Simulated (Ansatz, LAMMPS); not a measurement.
## Molecular dynamics of glassy 48SiO2-28B2O3-12MgO-12K2O (mol %) (172 atoms)

Aim: follow glassy 48SiO2-28B2O3-12MgO-12K2O (mol %) (172 atoms) for a short time with forces from DFT, then look at structure and electrons in the last frame.

Main program and level: Ansatz 0.2.0; Kohn-Sham DFT, LDA, PAW (set soft_2), plane waves.

**1. The starting structure**

The cell holds 172 atoms: 24 Si, 28 B, 6 Mg, 12 K and 102 O. Cell: a = 13.170 Å, b = 13.170 Å, c = 13.170 Å, α = 90.0°, β = 90.0°, γ = 90.0°. 172 atoms (24 Si, 28 B, 6 Mg, 12 K, 102 O) placed at random at 2.25 g/cm³, melted at 3000 K for 20 ps at fixed volume with the Buckingham and Coulomb pair potential of Guillot and Sator (Geochim. Cosmochim. Acta 71, 1249 (2007)) with the boron terms of Wang et al. (J. Non-Cryst. Solids 498, 294 (2018)). Quenched from 3000 K to 300 K at 20 K/ps and fixed volume, held 10 ps at zero pressure, then minimised at fixed cell.

Limits known from the start: The quench rate of 20 K/ps is many orders above laboratory rates, so the cell is likely richer in defects and strain than a real sample. The starting topology of bonds comes from the classical model, and needn't be the one that DFT or experiment would give. The Brillouin zone is sampled at Γ only, in a cell whose shortest periodic width is 13 Å.

**2. Single point at the start**

A single point comes first, to see the forces before anything moves.

input.yaml reads:

```yaml
crystal:
  lattice:
    - [13.16965, 0.0, 0.0]
    - [0.0, 13.16965, 0.0]
    - [0.0, 0.0, 13.16965]
  atoms:
    - { symbol: Si, position: [0.69093, 0.21618, 0.14898] }
    - { symbol: Si, position: [0.15752, 0.19889, 0.97083] }
    - { symbol: Si, position: [0.76274, 0.81361, 0.81716] }
    - { symbol: Si, position: [0.66291, 0.94078, 0.39783] }
    [... 162 atom lines left out ...]
    - { symbol: O, position: [0.53391, 0.68034, 0.88811] }
    - { symbol: O, position: [0.17894, 0.00651, 0.6921] }
    - { symbol: O, position: [0.4875, 0.51457, 0.42824] }
    - { symbol: O, position: [0.26778, 0.46019, 0.98509] }
    - { symbol: O, position: [0.3214, 0.08161, 0.31592] }
    - { symbol: O, position: [0.11677, 0.48498, 0.88443] }
kpoints:
  mp_grid: { grid: [1, 1, 1] }
hamiltonian:
  xc: lda
scf:
  occupations: { method: gaussian, width: 0.025 }
output:
  forces: true
```

Command:

```console
> ansatz run input.yaml --threads 4 --pin off --max-ram 8192MiB --backend cpu --events-out ev --progress --plain --runs-dir out
```

Run time: 42 s. Hardware: 4 threads of Arm Neoverse V2, shared host; peak memory 3.5 GiB; 2.8 min of CPU time.

The run gave:

* free energy: -104966.1041 eV
* free energy per atom: -610.2680 eV/atom
* SCF cycles: 12
* r.m.s. force component: 0.8727 eV/Å
* longest force: 3.612 eV/Å
* Fermi energy: 4.889 eV

The r.m.s. force component of 0.87 eV/Å sets the starting point.

Length of the force by element:

```
element  coordination  atoms  mean length of the force (eV/Å)  spread  least  most
      B           all     28                             1.98   0.744  0.369  3.61
      K           all     12                             1.01   0.355  0.372  1.60
     Mg           all      6                            0.940   0.220  0.648  1.17
      O           all    102                             1.04   0.548  0.158  3.14
     Si           all     24                             1.96   0.792  0.696  3.61
```

**3. Dynamics started at 300 K**

A Nosé–Hoover thermostat steers the temperature while disturbing the dynamics little. The time step is 1.0 fs.

input.yaml: that of step 2 with these lines changed.

```diff
@@ -15 +15,8 @@
   forces: true
+md:
+  timestep: 1.0
+  n_steps: 70
+  ensemble: nvt_nose_hoover
+  temperature: 300
+  initial_velocities: maxwell_boltzmann
+  seed: 4351
```

Elapsed: 28 min, on 4 threads; peak memory 3.8 GiB; 1.8 h of CPU time.

The program notes that it switched symmetry off.

The trajectory, sampled:

```
time (fs)  T (K)  potential (meV/atom)  conserved (meV/atom)
      0.0    300                   0.0                  0.00
      5.0    311                  -1.5                 -0.03
      9.0    313                  -1.6                 -0.02
     14.0    313                  -1.8                 -0.02
     19.0    322                  -2.9                 -0.02
     23.0    329                  -3.8                  0.00
     28.0    373                  -9.5                 -0.02
     33.0    420                 -15.7                 -0.02
     37.0    452                 -20.1                 -0.04
     42.0    456                 -20.9                 -0.03
     47.0    437                 -19.1                  0.00
     51.0    461                 -22.6                 -0.02
     56.0    490                 -27.3                 -0.04
     61.0    496                 -29.0                 -0.03
     65.0    500                 -30.5                 -0.04
     70.0    486                 -30.0                 -0.02
```

Mean square displacement from the first frame to the last: Si 0.034 Å², B 0.076 Å², Mg 0.054 Å², K 0.32 Å², O 0.083 Å².

Table of mean square displacement by time lag:

```
time lag (fs)   B (Å²)   K (Å²)  Mg (Å²)   O (Å²)  Si (Å²)
          1.0   8.9e-5   7.9e-5   3.6e-5   5.2e-5   2.7e-5
          3.0   7.9e-4   7.1e-4   3.2e-4   4.7e-4   2.4e-4
          5.0  0.00212  0.00197   8.9e-4  0.00128   6.7e-4
          8.0  0.00497  0.00506  0.00223  0.00315  0.00164
         10.0  0.00718  0.00791  0.00342  0.00475  0.00247
         13.0   0.0105   0.0134  0.00561  0.00756  0.00391
         15.0   0.0125   0.0178  0.00729  0.00963  0.00494
         18.0   0.0150   0.0255   0.0101   0.0129  0.00653
         20.0   0.0163   0.0315   0.0121   0.0152  0.00760
         22.0   0.0174   0.0380   0.0143   0.0176  0.00867
         25.0   0.0188   0.0489   0.0177   0.0213   0.0103
         27.0   0.0198   0.0568   0.0201   0.0238   0.0113
         30.0   0.0213   0.0698   0.0237   0.0278   0.0129
         32.0   0.0225   0.0790   0.0261   0.0305   0.0140
         35.0   0.0245   0.0938   0.0298   0.0348   0.0156
```

Over the second half of 70 fs the temperature averages 471 K, rising from about 454 to 495 K (means over the first and last quarter of that half). The conserved energy stays within 0.05 meV/atom. From first frame to last K has the largest mean square displacement, 0.32 Å² at the end; the farthest move is 0.88 Å. The mean temperature of 471 K lies well off the 300 K of the input, so the thermostat hasn't yet brought the run to equilibrium. The run spans 0.07 ps, too short for its means to be equilibrium values.

**4. Distances and neighbours late in the run**

The g(r) is a mean over the second half.

Density 2.34 g/cm³, 13.28 Å³ an atom.

Mean of 13 frames. g(r), total and by pair (bins of 0.2 Å):

```
r (Å)  total   O-O    O-B   O-Si   O-K  O-Mg   B-B
 1.20   0.06  0.00   0.33   0.00  0.00  0.00  0.00
 1.40   2.43  0.00  12.60   0.00  0.00  0.00  0.00
 1.60   2.51  0.00   2.18  12.62  0.00  0.00  0.00
 1.80   0.18  0.00   0.04   0.76  0.00  1.13  0.00
 2.00   0.23  0.00   0.03   0.00  0.00  5.32  0.00
 2.20   0.29  0.38   0.02   0.00  0.11  3.31  0.00
 2.40   1.26  3.36   0.01   0.00  0.31  0.69  0.00
 2.60   1.07  2.42   0.01   0.01  0.66  0.42  2.60
 2.80   0.97  1.35   0.15   0.10  1.23  0.35  2.23
 3.00   0.80  0.56   0.31   0.17  1.44  0.43  0.23
 3.20   0.88  0.72   1.06   0.70  1.39  1.04  0.23
 3.40   1.06  0.78   1.65   1.15  1.23  0.92  0.58
 3.60   1.09  0.66   1.47   1.77  0.95  1.67  0.27
 3.80   1.26  0.72   2.05   2.11  0.70  1.73  0.51
 4.00   1.19  0.77   1.67   1.73  0.89  1.74  0.64
 4.20   1.00  0.90   0.86   1.19  0.85  1.25  1.23
 4.40   0.90  1.05   0.60   0.78  0.92  0.90  1.69
 4.60   1.09  1.48   0.79   0.79  0.97  0.43  1.50
 4.80   1.08  1.42   0.71   0.81  0.96  0.77  1.13
 5.00   1.04  1.32   0.80   0.64  0.97  0.78  1.42
 5.20   0.93  1.04   0.82   0.83  0.88  0.84  1.03
 5.40   0.95  0.90   1.08   0.99  0.93  0.83  1.04
 5.60   0.97  0.81   1.40   1.04  1.02  0.78  0.87
 5.80   0.94  0.80   1.14   1.14  0.90  1.27  0.90
 6.00   1.02  0.89   1.18   1.23  0.97  1.21  0.71
 6.20   1.02  0.92   1.11   1.10  0.94  1.19  0.86
 6.40   0.97  0.91   1.06   1.03  0.98  0.84  1.08
```

**5. Single point at the last frame**

The last frame is solved again with fuller output, to read the electronic structure of a thermally displaced geometry.

input.yaml reads:

```yaml
crystal:
  lattice:
    - [13.16965, 0.0, 0.0]
    - [0.0, 13.16965, 0.0]
    - [0.0, 0.0, 13.16965]
  atoms:
    - { symbol: Si, position: [0.70132, 0.22993, 0.14484] }
    - { symbol: Si, position: [0.15635, 0.20625, 0.96984] }
    - { symbol: Si, position: [0.77296, 0.81249, 0.81285] }
    - { symbol: Si, position: [0.66732, 0.94564, 0.39356] }
    [... 162 atom lines left out ...]
    - { symbol: O, position: [0.55128, 0.65764, 0.85922] }
    - { symbol: O, position: [0.17697, 0.99717, 0.68106] }
    - { symbol: O, position: [0.51218, 0.51934, 0.42592] }
    - { symbol: O, position: [0.26175, 0.46733, 0.972] }
    - { symbol: O, position: [0.33352, 0.09609, 0.31809] }
    - { symbol: O, position: [0.09953, 0.48487, 0.88548] }
kpoints:
  mp_grid: { grid: [1, 1, 1] }
hamiltonian:
  xc: lda
scf:
  occupations: { method: gaussian, width: 0.025 }
output:
  forces: true
  stress: true
  populations: true
  dos:
    method: { smearing: { sigma: 0.15 } }
    de: 0.1
    projected: { site_lists: { B: [B], K: [K], Mg: [Mg], O: [O], Si: [Si] } }
  eigenvalues: true
  write_density: true
  write_potential: true
  volumetric_format: npy
  elf: true
```

Run time: 71 s. Hardware: 4 threads; peak memory 3.6 GiB; 4.6 min of CPU time.

Numbers from this run:

| Property | Result |
| --- | --- |
| free energy | -104971.2647 eV |
| free energy per atom | -610.2981 eV/atom |
| SCF cycles | 11 |
| pressure | -3.769 GPa |
| r.m.s. force component | 0.8888 eV/Å |
| longest force | 3.896 eV/Å |
| Fermi energy | 4.815 eV |
| gap (highest filled to lowest empty level) | 2.835 eV |
| spilling of the projection | 0.01031 |

Length of the force by element:

```
element  coordination  atoms  mean length of the force (eV/Å)  spread  least   most
      B           all     28                             1.70   0.776  0.412   3.12
      K           all     12                            0.471   0.248  0.156   1.03
     Mg           all      6                            0.636   0.217  0.167  0.805
      O           all    102                             1.29   0.649  0.252   3.09
     Si           all     24                             1.66    1.02  0.157   3.90
```

Löwdin charges by element (they lack the spilled electrons, 0.058 e an atom on average):

```
element  coordination  atoms  mean charge (e)  spread   least    most
      B           all     28            0.552  0.0382   0.478   0.654
      K           all     12            0.878  0.0133   0.858   0.907
     Mg           all      6             1.65  0.0209    1.62    1.68
      O           all    102           -0.652   0.127  -0.995  -0.337
     Si           all     24             1.69  0.0384    1.58    1.74
```

Density of states as counts of states in windows of 1 eV (from the Fermi level), total and the larger projections:

```
from (eV)  to (eV)  total   O p  Si p  B p
      -10       -9   37.5  26.5   2.9  4.2
       -9       -8   55.0  39.5   5.3  7.4
       -8       -7   38.6  28.1   3.3  5.4
       -7       -6   52.0  40.2   2.4  5.2
       -6       -5   84.1  71.7   3.3  2.9
       -5       -4  103.0  93.8   2.2  1.9
       -4       -3  102.9  97.1   1.3  1.0
       -3       -2   68.9  65.6   0.7  0.7
       -2       -1   13.6  12.9   0.1  0.2
       -1        1    0.0   0.0   0.0  0.0
        1        2    2.3   0.1   0.0  0.0
        2        3   11.7   1.2   0.3  1.7
        3        4   29.8   3.4   2.2  6.9
        4        5   48.9   5.0   6.0  9.4
```

Between -26 and -10 eV lie 332 more states.

The stored curve holds about 888 of the 960 electrons; the rest, give or take the few that broadening carries across the Fermi level, lie in deeper levels below its range.

The levels nearest the highest filled one (over half full), pooled over k-points and spins:

```
level less the highest filled one (eV)  occupation
                                -0.518           2
                                -0.442           2
                                -0.334           2
                                -0.238           2
                               -0.0749           2
                                     0           2
                                  2.84           0
                                  3.57           0
                                  3.59           0
                                  3.79           0
                                  4.06           0
                                  4.24           0
```

Mean Löwdin charges: B +0.55, K +0.88, Mg +1.65, O -0.65, Si +1.69 e (they miss 1.0 % of the electrons, so they add up to more than the cell's charge).

**6. Results**

```
mean temperature, second half                                : 471.4 K
temperature swing, second half                               : 22.42 K
slope of the conserved energy against time, by least squares : -0.3214 meV/atom/ps
free energy per atom                                         : -610.2981 eV/atom
pressure                                                     : -3.769 GPa
r.m.s. force component                                       : 0.8888 eV/Å
gap (highest filled to lowest empty level)             : 2.835 eV
wall time of the 3 DFT runs                                  : 30 min
```

In words: Over the second half of 70 fs the temperature averages 471 K, rising from about 454 to 495 K (means over the first and last quarter of that half). The conserved energy stays within 0.05 meV/atom. The mean temperature of 471 K lies well off the 300 K of the input, so the thermostat hasn't yet brought the run to equilibrium. The run spans 0.07 ps, too short for its means to be equilibrium values. The highest filled and lowest empty levels differ by 2.84 eV (at Γ alone); a local or semilocal functional tends to put such gaps too low. In a disordered cell it changes from sample to sample, and tail or defect levels can set it.

What to keep in mind: The pressure of -3.8 GPa is that of one thermal frame at a volume set beforehand, without the kinetic term.

[Logs are printed without paths, hosts, clocks, repeated set-up lines and the standing remarks that a program may print on its own settings, such as how far it seeks lower states.]

[Hosts, paths, dates, database ids (printed as entryN), source tags and the programs' standing remarks are cut or masked in the printed files.]
